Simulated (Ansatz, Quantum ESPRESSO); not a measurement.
# Evanescent states of SiC, zinc blende type, lattice constant set to 4.38 Å, part 2 of 3

How good a tunnel barrier is SiC, zinc blende type, lattice constant set to 4.38 Å?

Quantum ESPRESSO 7.5; plane-wave DFT, PBE, GBRV ultrasoft pseudopotentials; cross-check by Ansatz 0.2.0 with PAW datasets.

So far. Step 2 (SCF with pw.x): The run needed 9 iterations to bring the estimated error under 1e-09 Ry.

## (3) Complex bands with pwcond.x

Level of this step: complex band structure by pwcond; plane-wave DFT, PBE, GBRV ultrasoft pseudopotentials (Quantum ESPRESSO).

ikind = 0 solves one period of the crystal for all kz, real and complex, at each energy and k across. ewind and epsproj trim the two-dimensional plane-wave basis; nz1 sets the subslabs.

Input file cbs.in:

```
&inputcond
  outdir = './out'
  prefixl = 'scf'
  band_file = 'cbs'
  ikind = 0
  ewind = 4.0
  epsproj = 1e-05
  nz1 = 7
  energy0 = 4.48
  denergy = -0.16
/
4
  0.00000000 0.00000000 1.00000000
  0.50000000 0.00000000 1.00000000
  0.50000000 0.50000000 1.00000000
  0.25000000 0.00000000 1.00000000
41
```

Command:

```console
OMP_NUM_THREADS=1 mpirun -n 2 pwcond.x -in cbs.in > cbs.out
```

What it wrote:

```text
[banner, memory and clock lines left out]
Program PWCOND v.7.5 starts

          URL

     ./out/scf.save/

     IMPORTANT: XC functional enforced from input :
     Exchange-correlation= PBE
                           (   1   4   3   4   0   0   0)
     Any further DFT definition will be discarded
     Please, verify this is what you really want

     Reading collected, re-writing distributed wavefunctions

===== INPUT FILE containing the left lead =====

     GEOMETRY:

     lattice parameter (alat)  =       5.8527  a.u.
     the volume                =     283.5234 (a.u.)^3
     the cross section         =      34.2544 (a.u.)^2
     l of the unit cell        =       1.4142 (alat)
     number of atoms/cell      =            4
     number of atomic types    =            2

     crystal axes: (cart. coord. in units of alat)
               a(1) = (  1.0000  0.0000  0.0000 )
               a(2) = (  0.0000  1.0000  0.0000 )
               a(3) = (  0.0000  0.0000  1.4142 )

   Cartesian axes

     site n.     atom                  positions (alat units)
          1        Si     tau(  1)=(  0.0000  0.0000  1.4142  )
          2        C      tau(  2)=(  0.5000  0.0000  0.3536  )
          3        Si     tau(  3)=(  0.5000  0.5000  0.7071  )
          4        C      tau(  4)=(  0.0000  0.5000  1.0607  )

     nr1s                      =           24
     nr2s                      =           24
     nr3s                      =           36
     nr1sx                     =           24
     nr2sx                     =           24
     nr3sx                     =           36
     nr1                       =           27
     nr2                       =           27
     nr3                       =           40
     nr1x                      =           27
     nr2x                      =           27
     nr3x                      =           40

 _______________________________
  Radii of nonlocal spheres:

     type       ibeta     ang. mom.          radius (alat units)
       Si         1         0                    0.2944
       Si         2         0                    0.2944
       Si         3         1                    0.2944
       Si         4         1                    0.2944
       Si         5         2                    0.2944
       Si         6         2                    0.2944
       C          1         0                    0.2251
       C          2         0                    0.2251
       C          3         1                    0.2251
       C          4         1                    0.2251
----- General information -----

----- Complex band structure calculation -----

     nrx                       =           24
     nry                       =           24
     nz1                       =            7

     energy0               =         4.5E+00
     denergy               =        -1.6E-01
     nenergy               =         41
     ecut2d                =         4.0E+01
     ewind                 =         4.0E+00
     epsproj               =         1.0E-05

     number of k_|| points=    4
                       cryst. coord.
        k(    1) = (   0.0000000   0.0000000), wk =   0.2500000
        k(    2) = (   0.5000000   0.0000000), wk =   0.2500000
        k(    3) = (   0.5000000   0.5000000), wk =   0.2500000
        k(    4) = (   0.2500000   0.0000000), wk =   0.2500000
----- Information about left lead -----

     nocros                   =           18
     noins                    =           34
     norb                     =           70
     norbf                    =           70
     nrz                      =           36

      iorb      type   ibeta   ang. mom.   m       position (alat)
        1        1       1        0        1   taunew(   1)=(  0.0000  0.0000  0.0000)
        2        1       2        0        1   taunew(   2)=(  0.0000  0.0000  0.0000)
        3        1       3        1        1   taunew(   3)=(  0.0000  0.0000  0.0000)
        4        1       3        1        2   taunew(   4)=(  0.0000  0.0000  0.0000)
        5        1       3        1        3   taunew(   5)=(  0.0000  0.0000  0.0000)
        6        1       4        1        1   taunew(   6)=(  0.0000  0.0000  0.0000)
        7        1       4        1        2   taunew(   7)=(  0.0000  0.0000  0.0000)
        8        1       4        1        3   taunew(   8)=(  0.0000  0.0000  0.0000)
        9        1       5        2        1   taunew(   9)=(  0.0000  0.0000  0.0000)
       10        1       5        2        2   taunew(  10)=(  0.0000  0.0000  0.0000)
       11        1       5        2        3   taunew(  11)=(  0.0000  0.0000  0.0000)
       12        1       5        2        4   taunew(  12)=(  0.0000  0.0000  0.0000)
       13        1       5        2        5   taunew(  13)=(  0.0000  0.0000  0.0000)
       14        1       6        2        1   taunew(  14)=(  0.0000  0.0000  0.0000)
       15        1       6        2        2   taunew(  15)=(  0.0000  0.0000  0.0000)
       16        1       6        2        3   taunew(  16)=(  0.0000  0.0000  0.0000)
       17        1       6        2        4   taunew(  17)=(  0.0000  0.0000  0.0000)
       18        1       6        2        5   taunew(  18)=(  0.0000  0.0000  0.0000)
       19        2       1        0        1   taunew(  19)=(  0.5000  0.0000  0.3536)
       20        2       2        0        1   taunew(  20)=(  0.5000  0.0000  0.3536)
       21        2       3        1        1   taunew(  21)=(  0.5000  0.0000  0.3536)
       22        2       3        1        2   taunew(  22)=(  0.5000  0.0000  0.3536)
       23        2       3        1        3   taunew(  23)=(  0.5000  0.0000  0.3536)
       24        2       4        1        1   taunew(  24)=(  0.5000  0.0000  0.3536)
       25        2       4        1        2   taunew(  25)=(  0.5000  0.0000  0.3536)
       26        2       4        1        3   taunew(  26)=(  0.5000  0.0000  0.3536)
       27        1       1        0        1   taunew(  27)=(  0.5000  0.5000  0.7071)
       28        1       2        0        1   taunew(  28)=(  0.5000  0.5000  0.7071)
       29        1       3        1        1   taunew(  29)=(  0.5000  0.5000  0.7071)
       30        1       3        1        2   taunew(  30)=(  0.5000  0.5000  0.7071)
       31        1       3        1        3   taunew(  31)=(  0.5000  0.5000  0.7071)
       32        1       4        1        1   taunew(  32)=(  0.5000  0.5000  0.7071)
       33        1       4        1        2   taunew(  33)=(  0.5000  0.5000  0.7071)
       34        1       4        1        3   taunew(  34)=(  0.5000  0.5000  0.7071)
[...]
41        1       6        2        2   taunew(  41)=(  0.5000  0.5000  0.7071)
       42        1       6        2        3   taunew(  42)=(  0.5000  0.5000  0.7071)
       43        1       6        2        4   taunew(  43)=(  0.5000  0.5000  0.7071)
       44        1       6        2        5   taunew(  44)=(  0.5000  0.5000  0.7071)
       45        2       1        0        1   taunew(  45)=(  0.0000  0.5000  1.0607)
       46        2       2        0        1   taunew(  46)=(  0.0000  0.5000  1.0607)
       47        2       3        1        1   taunew(  47)=(  0.0000  0.5000  1.0607)
       48        2       3        1        2   taunew(  48)=(  0.0000  0.5000  1.0607)
       49        2       3        1        3   taunew(  49)=(  0.0000  0.5000  1.0607)
       50        2       4        1        1   taunew(  50)=(  0.0000  0.5000  1.0607)
       51        2       4        1        2   taunew(  51)=(  0.0000  0.5000  1.0607)
       52        2       4        1        3   taunew(  52)=(  0.0000  0.5000  1.0607)
       53        1       1        0        1   taunew(  53)=(  0.0000  0.0000  1.4142)
       54        1       2        0        1   taunew(  54)=(  0.0000  0.0000  1.4142)
       55        1       3        1        1   taunew(  55)=(  0.0000  0.0000  1.4142)
       56        1       3        1        2   taunew(  56)=(  0.0000  0.0000  1.4142)
       57        1       3        1        3   taunew(  57)=(  0.0000  0.0000  1.4142)
       58        1       4        1        1   taunew(  58)=(  0.0000  0.0000  1.4142)
       59        1       4        1        2   taunew(  59)=(  0.0000  0.0000  1.4142)
       60        1       4        1        3   taunew(  60)=(  0.0000  0.0000  1.4142)
       61        1       5        2        1   taunew(  61)=(  0.0000  0.0000  1.4142)
       62        1       5        2        2   taunew(  62)=(  0.0000  0.0000  1.4142)
       63        1       5        2        3   taunew(  63)=(  0.0000  0.0000  1.4142)
       64        1       5        2        4   taunew(  64)=(  0.0000  0.0000  1.4142)
       65        1       5        2        5   taunew(  65)=(  0.0000  0.0000  1.4142)
       66        1       6        2        1   taunew(  66)=(  0.0000  0.0000  1.4142)
       67        1       6        2        2   taunew(  67)=(  0.0000  0.0000  1.4142)
       68        1       6        2        3   taunew(  68)=(  0.0000  0.0000  1.4142)
       69        1       6        2        4   taunew(  69)=(  0.0000  0.0000  1.4142)
       70        1       6        2        5   taunew(  70)=(  0.0000  0.0000  1.4142)
    k slab    z(k)  z(k+1)     crossing(iorb=1,norb)
    1   0.0000 0.0393 0.0393   1111111111111111110000000000000000000000000000000000000000000000000000
    2   0.0393 0.0786 0.0393   1111111111111111110000000000000000000000000000000000000000000000000000
    3   0.0786 0.1179 0.0393   1111111111111111110000000000000000000000000000000000000000000000000000
    4   0.1179 0.1571 0.0393   1111111111111111111111111100000000000000000000000000000000000000000000
    5   0.1571 0.1964 0.0393   1111111111111111111111111100000000000000000000000000000000000000000000
    6   0.1964 0.2357 0.0393   1111111111111111111111111100000000000000000000000000000000000000000000
    7   0.2357 0.2750 0.0393   1111111111111111111111111100000000000000000000000000000000000000000000
    8   0.2750 0.3143 0.0393   1111111111111111111111111100000000000000000000000000000000000000000000
    9   0.3143 0.3536 0.0393   0000000000000000001111111100000000000000000000000000000000000000000000
   10   0.3536 0.3928 0.0393   0000000000000000001111111100000000000000000000000000000000000000000000
   11   0.3928 0.4321 0.0393   0000000000000000001111111111111111111111111100000000000000000000000000
   12   0.4321 0.4714 0.0393   0000000000000000001111111111111111111111111100000000000000000000000000
   13   0.4714 0.5107 0.0393   0000000000000000001111111111111111111111111100000000000000000000000000
   14   0.5107 0.5500 0.0393   0000000000000000001111111111111111111111111100000000000000000000000000
   15   0.5500 0.5893 0.0393   0000000000000000001111111111111111111111111100000000000000000000000000
   16   0.5893 0.6285 0.0393   0000000000000000000000000011111111111111111100000000000000000000000000
   17   0.6285 0.6678 0.0393   0000000000000000000000000011111111111111111100000000000000000000000000
   18   0.6678 0.7071 0.0393   0000000000000000000000000011111111111111111100000000000000000000000000
   19   0.7071 0.7464 0.0393   0000000000000000000000000011111111111111111100000000000000000000000000
   20   0.7464 0.7857 0.0393   0000000000000000000000000011111111111111111100000000000000000000000000
   21   0.7857 0.8250 0.0393   0000000000000000000000000011111111111111111100000000000000000000000000
   22   0.8250 0.8642 0.0393   0000000000000000000000000011111111111111111111111111000000000000000000
   23   0.8642 0.9035 0.0393   0000000000000000000000000011111111111111111111111111000000000000000000
   24   0.9035 0.9428 0.0393   0000000000000000000000000011111111111111111111111111000000000000000000
   25   0.9428 0.9821 0.0393   0000000000000000000000000011111111111111111111111111000000000000000000
   26   0.9821 1.0214 0.0393   0000000000000000000000000011111111111111111111111111000000000000000000
   27   1.0214 1.0607 0.0393   0000000000000000000000000000000000000000000011111111000000000000000000
   28   1.0607 1.0999 0.0393   0000000000000000000000000000000000000000000011111111000000000000000000
   29   1.0999 1.1392 0.0393   0000000000000000000000000000000000000000000011111111111111111111111111
   30   1.1392 1.1785 0.0393   0000000000000000000000000000000000000000000011111111111111111111111111
   31   1.1785 1.2178 0.0393   0000000000000000000000000000000000000000000011111111111111111111111111
   32   1.2178 1.2571 0.0393   0000000000000000000000000000000000000000000011111111111111111111111111
   33   1.2571 1.2964 0.0393   0000000000000000000000000000000000000000000011111111111111111111111111
   34   1.2964 1.3356 0.0393   0000000000000000000000000000000000000000000000000000111111111111111111
   35   1.3356 1.3749 0.0393   0000000000000000000000000000000000000000000000000000111111111111111111
   36   1.3749 1.4142 0.0393   0000000000000000000000000000000000000000000000000000111111111111111111
 ngper, shell number =          109          18
 ngper, n2d =          109         109
---  E-Ef =    4.4800000  k =    0.0000000   0.0000000
---  ie =          1  ik =          1
 Nchannels of the left tip =            2
 Right moving states:
   k1(2pi/a)   k2(2pi/a)   E-Ef (eV)
   0.1614677   0.0000000   4.4800000
  -0.4480829  -0.0000000   4.4800000
 Left moving states:
   k1(2pi/a)   k2(2pi/a)   E-Ef (eV)
  -0.1614676   0.0000000   4.4800000
   0.4480828  -0.0000000   4.4800000

---  E-Ef =    4.3200000  k =    0.0000000   0.0000000
---  ie =          2  ik =          1
 Nchannels of the left tip =            2
 Right moving states:
   k1(2pi/a)   k2(2pi/a)   E-Ef (eV)
   0.0759367   0.0000000   4.3200000
  -0.4659840  -0.0000000   4.3200000
 Left moving states:
   k1(2pi/a)   k2(2pi/a)   E-Ef (eV)
  -0.0759367   0.0000000   4.3200000
   0.4659840  -0.0000000   4.3200000
[... further energies and points left out ...]
---  E-Ef =   -1.7600000  k =    0.2500000   0.0000000
---  ie =         40  ik =          4
 Nchannels of the left tip =            2
 Right moving states:
   k1(2pi/a)   k2(2pi/a)   E-Ef (eV)
   0.4338149  -0.0000000  -1.7600000
   0.4785944  -0.0000000  -1.7600000
 Left moving states:
   k1(2pi/a)   k2(2pi/a)   E-Ef (eV)
  -0.4338153   0.0000000  -1.7600000
  -0.4785951  -0.0000000  -1.7600000

---  E-Ef =   -1.9200000  k =    0.2500000   0.0000000
---  ie =         41  ik =          4
 Nchannels of the left tip =            2
 Right moving states:
   k1(2pi/a)   k2(2pi/a)   E-Ef (eV)
   0.3854733  -0.0000000  -1.9200000
   0.4597634  -0.0000000  -1.9200000
 Left moving states:
   k1(2pi/a)   k2(2pi/a)   E-Ef (eV)
  -0.3854737   0.0000000  -1.9200000
  -0.4597641  -0.0000000  -1.9200000

Note: The following floating-point exceptions are signalling: IEEE_UNDERFLOW_FLAG
Note: The following floating-point exceptions are signalling: IEEE_UNDERFLOW_FLAG
```

Elapsed: 2.3 min, on 2 MPI ranks of Arm Neoverse N1, shared host; peak memory 0.12 GiB.

Numbers from this step:

* peak of the smallest κ at the zone centre: 0.274 Å⁻¹
* energy of the peak at the zone centre: 0.96 eV
* peak of the smallest κ at (1/4, 0): 0.386 Å⁻¹

K across = (0, 0) in the cell's reciprocal vectors; values within 0.0025 1/Å of each other count once, columns are sorted by size at each energy, a dash where no further value was kept. Table of Im kz of the slowest decaying states by energy, zero at the highest filled level of the SCF mesh:

| energy (eV) | decay 1 (Å⁻¹) | decay 2 (Å⁻¹) | decay 3 (Å⁻¹) |
| --- | --- | --- | --- |
| -1.92 | 0.788 | 1.29 | 2.11 |
| -1.76 | 0.767 | 1.28 | 2.10 |
| -1.60 | 0.745 | 1.26 | 2.09 |
| -1.44 | 0.723 | 1.24 | 2.08 |
| -1.28 | 0.7 | 1.23 | 2.07 |
| -1.12 | 0.677 | 1.21 | 2.06 |
| -0.96 | 0.654 | 1.19 | 2.05 |
| -0.64 | 0.605 | 1.16 | 2.03 |
| -0.48 | 0.579 | 1.14 | 2.02 |
| -0.32 | 0.553 | 1.12 | 2.01 |
| -0.16 | 0.526 | 1.10 | 2.00 |
| 0.00 | 0.021 | 0.497 | 1.08 |
| 0.16 | 0.123 | 0.156 | 0.467 |
| 0.32 | 0.17 | 0.215 | 0.435 |
| 0.48 | 0.205 | 0.258 | 0.401 |
| 0.64 | 0.232 | 0.292 | 0.363 |
| 0.80 | 0.255 | 0.32 | 0.971 |
| 0.96 | 0.274 | 0.343 | 0.949 |
| 1.12 | 0.216 | 0.292 | 0.364 |
| 1.44 | 0.319 | 0.396 | 0.877 |
| 1.60 | 0.33 | 0.409 | 0.851 |
| 1.76 | 0.339 | 0.42 | 0.825 |
| 1.92 | 0.347 | 0.43 | 0.798 |
| 2.08 | 0.353 | 0.438 | 0.77 |
| 2.24 | 0.359 | 0.445 | 0.741 |
| 2.40 | 0.363 | 0.451 | 0.711 |
| 2.56 | 0.366 | 0.456 | 0.68 |
| 2.72 | 0.368 | 0.459 | 0.647 |
| 2.88 | 0.37 | 0.462 | 0.612 |
| 3.04 | 0.37 | 0.464 | 0.575 |
| 3.20 | 0.369 | 0.465 | 0.536 |
| 3.52 | 0.365 | 0.448 | 0.464 |
| 3.68 | 0.361 | 0.397 | 0.462 |
| 3.84 | 0.339 | 0.356 | 0.46 |
| 4.00 | 0.269 | 0.35 | 0.456 |
| 4.16 | 0.174 | 0.343 | 0.452 |
| 4.32 | 0.335 | 0.447 | 1.65 |
| 4.48 | 0.326 | 0.441 | 1.64 |

K across = (0, 0) in the cell's reciprocal vectors. Re kz of states that move upwards against energy, zero at the highest filled level of the SCF mesh:

| energy (eV) | channel 1 (Å⁻¹) | channel 2 (Å⁻¹) | channel 3 (Å⁻¹) |
| --- | --- | --- | --- |
| -1.92 | -0.498 | 0.717 | 0.717 |
| -1.60 | -0.621 | -0.621 | -0.444 |
| -1.28 | -0.529 | -0.529 | -0.388 |
| -0.96 | -0.438 | -0.438 | -0.327 |
| -0.64 | -0.342 | -0.342 | -0.260 |
| -0.32 | -0.231 | -0.231 | -0.178 |
| -0.16 | -0.160 | -0.160 | -0.123 |
| 0.00 | - | - | - |
| 0.16 | - | - | - |
| 0.48 | - | - | - |
| 0.80 | - | - | - |
| 1.12 | - | - | - |
| 1.44 | 0.101 | - | - |
| 1.76 | 0.260 | - | - |
| 2.08 | 0.354 | - | - |
| 2.40 | 0.429 | - | - |
| 2.72 | 0.495 | - | - |
| 2.88 | 0.525 | - | - |
| 3.20 | 0.582 | - | - |
| 3.52 | 0.637 | - | - |
| 3.84 | 0.689 | - | - |
| 4.16 | -0.694 | - | - |
| 4.48 | -0.643 | 0.232 | - |

K across = (1/2, 0) in the cell's reciprocal vectors; values within 0.0025 1/Å of each other count once, columns are sorted by size at each energy, a dash where no further value was kept. Table of Im kz of the slowest decaying states by energy, zero at the highest filled level of the SCF mesh:

| energy (eV) | decay 1 (Å⁻¹) | decay 2 (Å⁻¹) | decay 3 (Å⁻¹) |
| --- | --- | --- | --- |
| -1.92 | 0.798 | 1.42 | 2.38 |
| -1.60 | 0.657 | 1.38 | 2.37 |
| -1.28 | 0.376 | 1.35 | 2.35 |
| -0.96 | 0.083 | 0.34 | 1.32 |
| -0.64 | 0.173 | 0.578 | 1.28 |
| -0.32 | 0.224 | 0.669 | 1.25 |
| -0.16 | 0.244 | 0.698 | 1.23 |
| 0.00 | 0.262 | 0.72 | 1.21 |
| 0.16 | 0.277 | 0.737 | 1.19 |
| 0.48 | 0.302 | 0.76 | 1.15 |
| 0.80 | 0.323 | 0.774 | 1.11 |
| 1.12 | 0.338 | 0.78 | 1.07 |
| 1.44 | 0.35 | 0.781 | 1.03 |
| 1.76 | 0.358 | 0.778 | 0.986 |
| 2.08 | 0.363 | 0.77 | 0.941 |
| 2.40 | 0.365 | 0.76 | 0.895 |
| 2.72 | 0.362 | 0.746 | 0.846 |
| 2.88 | 0.36 | 0.739 | 0.821 |
| 3.20 | 0.352 | 0.721 | 0.769 |
| 3.52 | 0.34 | 0.701 | 0.715 |
| 3.84 | 0.322 | 0.656 | 0.678 |
| 4.16 | 0.298 | 0.591 | 0.653 |
| 4.48 | 0.266 | 0.519 | 0.624 |

K across = (1/2, 1/2) in the cell's reciprocal vectors; values within 0.0025 1/Å of each other count once, columns are sorted by size at each energy, a dash where no further value was kept. The Im kz of the slowest decaying states by energy, zero at the highest filled level of the SCF mesh:

| energy (eV) | decay 1 (Å⁻¹) | decay 2 (Å⁻¹) | decay 3 (Å⁻¹) |
| --- | --- | --- | --- |
| -1.92 | 0.27 | 0.319 | 2.29 |
| -1.60 | 0.282 | 0.343 | 2.27 |
| -1.28 | 0.287 | 0.361 | 2.25 |
| -0.96 | 0.286 | 0.374 | 2.23 |
| -0.64 | 0.28 | 0.383 | 2.21 |
| -0.32 | 0.269 | 0.389 | 2.19 |
| -0.16 | 0.261 | 0.39 | 2.18 |
| 0.00 | 0.252 | 0.391 | 2.17 |
| 0.16 | 0.241 | 0.391 | 2.16 |
| 0.48 | 0.214 | 0.389 | 2.14 |
| 0.80 | 0.178 | 0.384 | 2.12 |
| 1.12 | 0.123 | 0.377 | 2.10 |
| 1.44 | 0.367 | 2.08 | 2.34 |
| 1.76 | 0.354 | 2.05 | 2.32 |
| 2.08 | 0.339 | 2.03 | 2.31 |
| 2.40 | 0.32 | 2.01 | 2.29 |
| 2.72 | 0.297 | 1.98 | 2.27 |
| 2.88 | 0.284 | 1.97 | 2.27 |
| 3.20 | 0.254 | 1.95 | 2.25 |
| 3.52 | 0.217 | 1.93 | 2.23 |
| 3.84 | 0.167 | 1.90 | 2.21 |
| 4.16 | 0.087 | 1.88 | 2.20 |
| 4.48 | 1.85 | 2.18 | 2.74 |

K across = (1/4, 0) in the cell's reciprocal vectors; values within 0.0025 1/Å of each other count once, columns are sorted by size at each energy, a dash where no further value was kept. The Im kz of the slowest decaying states by energy, zero at the highest filled level of the SCF mesh:

| energy (eV) | decay 1 (Å⁻¹) | decay 2 (Å⁻¹) | decay 3 (Å⁻¹) |
| --- | --- | --- | --- |
| -1.92 | 0.102 | 1.10 | 1.59 |
| -1.60 | 0.064 | 1.06 | 1.56 |
| -1.28 | 1.01 | 1.53 | 1.70 |
| -0.96 | 0.973 | 1.50 | 1.67 |
| -0.64 | 0.929 | 1.47 | 1.64 |
| -0.32 | 0.157 | 0.884 | 1.43 |
| -0.16 | 0.194 | 0.861 | 1.42 |
| 0.00 | 0.201 | 0.224 | 0.837 |
| 0.16 | 0.248 | 0.279 | 0.813 |
| 0.48 | 0.288 | 0.383 | 0.764 |
| 0.80 | 0.317 | 0.455 | 0.712 |
| 1.12 | 0.341 | 0.512 | 0.658 |
| 1.44 | 0.358 | 0.558 | 0.6 |
| 1.76 | 0.372 | 0.537 | 0.598 |
| 2.08 | 0.381 | 0.467 | 0.633 |
| 2.40 | 0.386 | 0.666 | 1.08 |
| 2.72 | 0.284 | 0.388 | 0.7 |
| 2.88 | 0.217 | 0.387 | 0.719 |
| 3.20 | 0.384 | 0.771 | 0.915 |
| 3.52 | 0.377 | 0.825 | 1.21 |
| 3.84 | 0.366 | 0.806 | 1.17 |
| 4.16 | 0.35 | 0.785 | 1.12 |
| 4.48 | 0.329 | 0.761 | 1.08 |

(Part 2 of 3 ends here.)

[Logs are printed without paths, hosts, clocks, repeated set-up lines and the standing remarks that a program may print on its own settings, such as how far it seeks lower states.]

[Hosts, paths, dates, database ids (printed as entryN), source tags and the programs' standing remarks are cut or masked in the printed files.]

[Maps of the electrostatic potential energy from Ansatz leave out the sawtooth potential of an applied field or a dipole correction, so their vacuum need not be flat; planar profiles and work functions include it.]
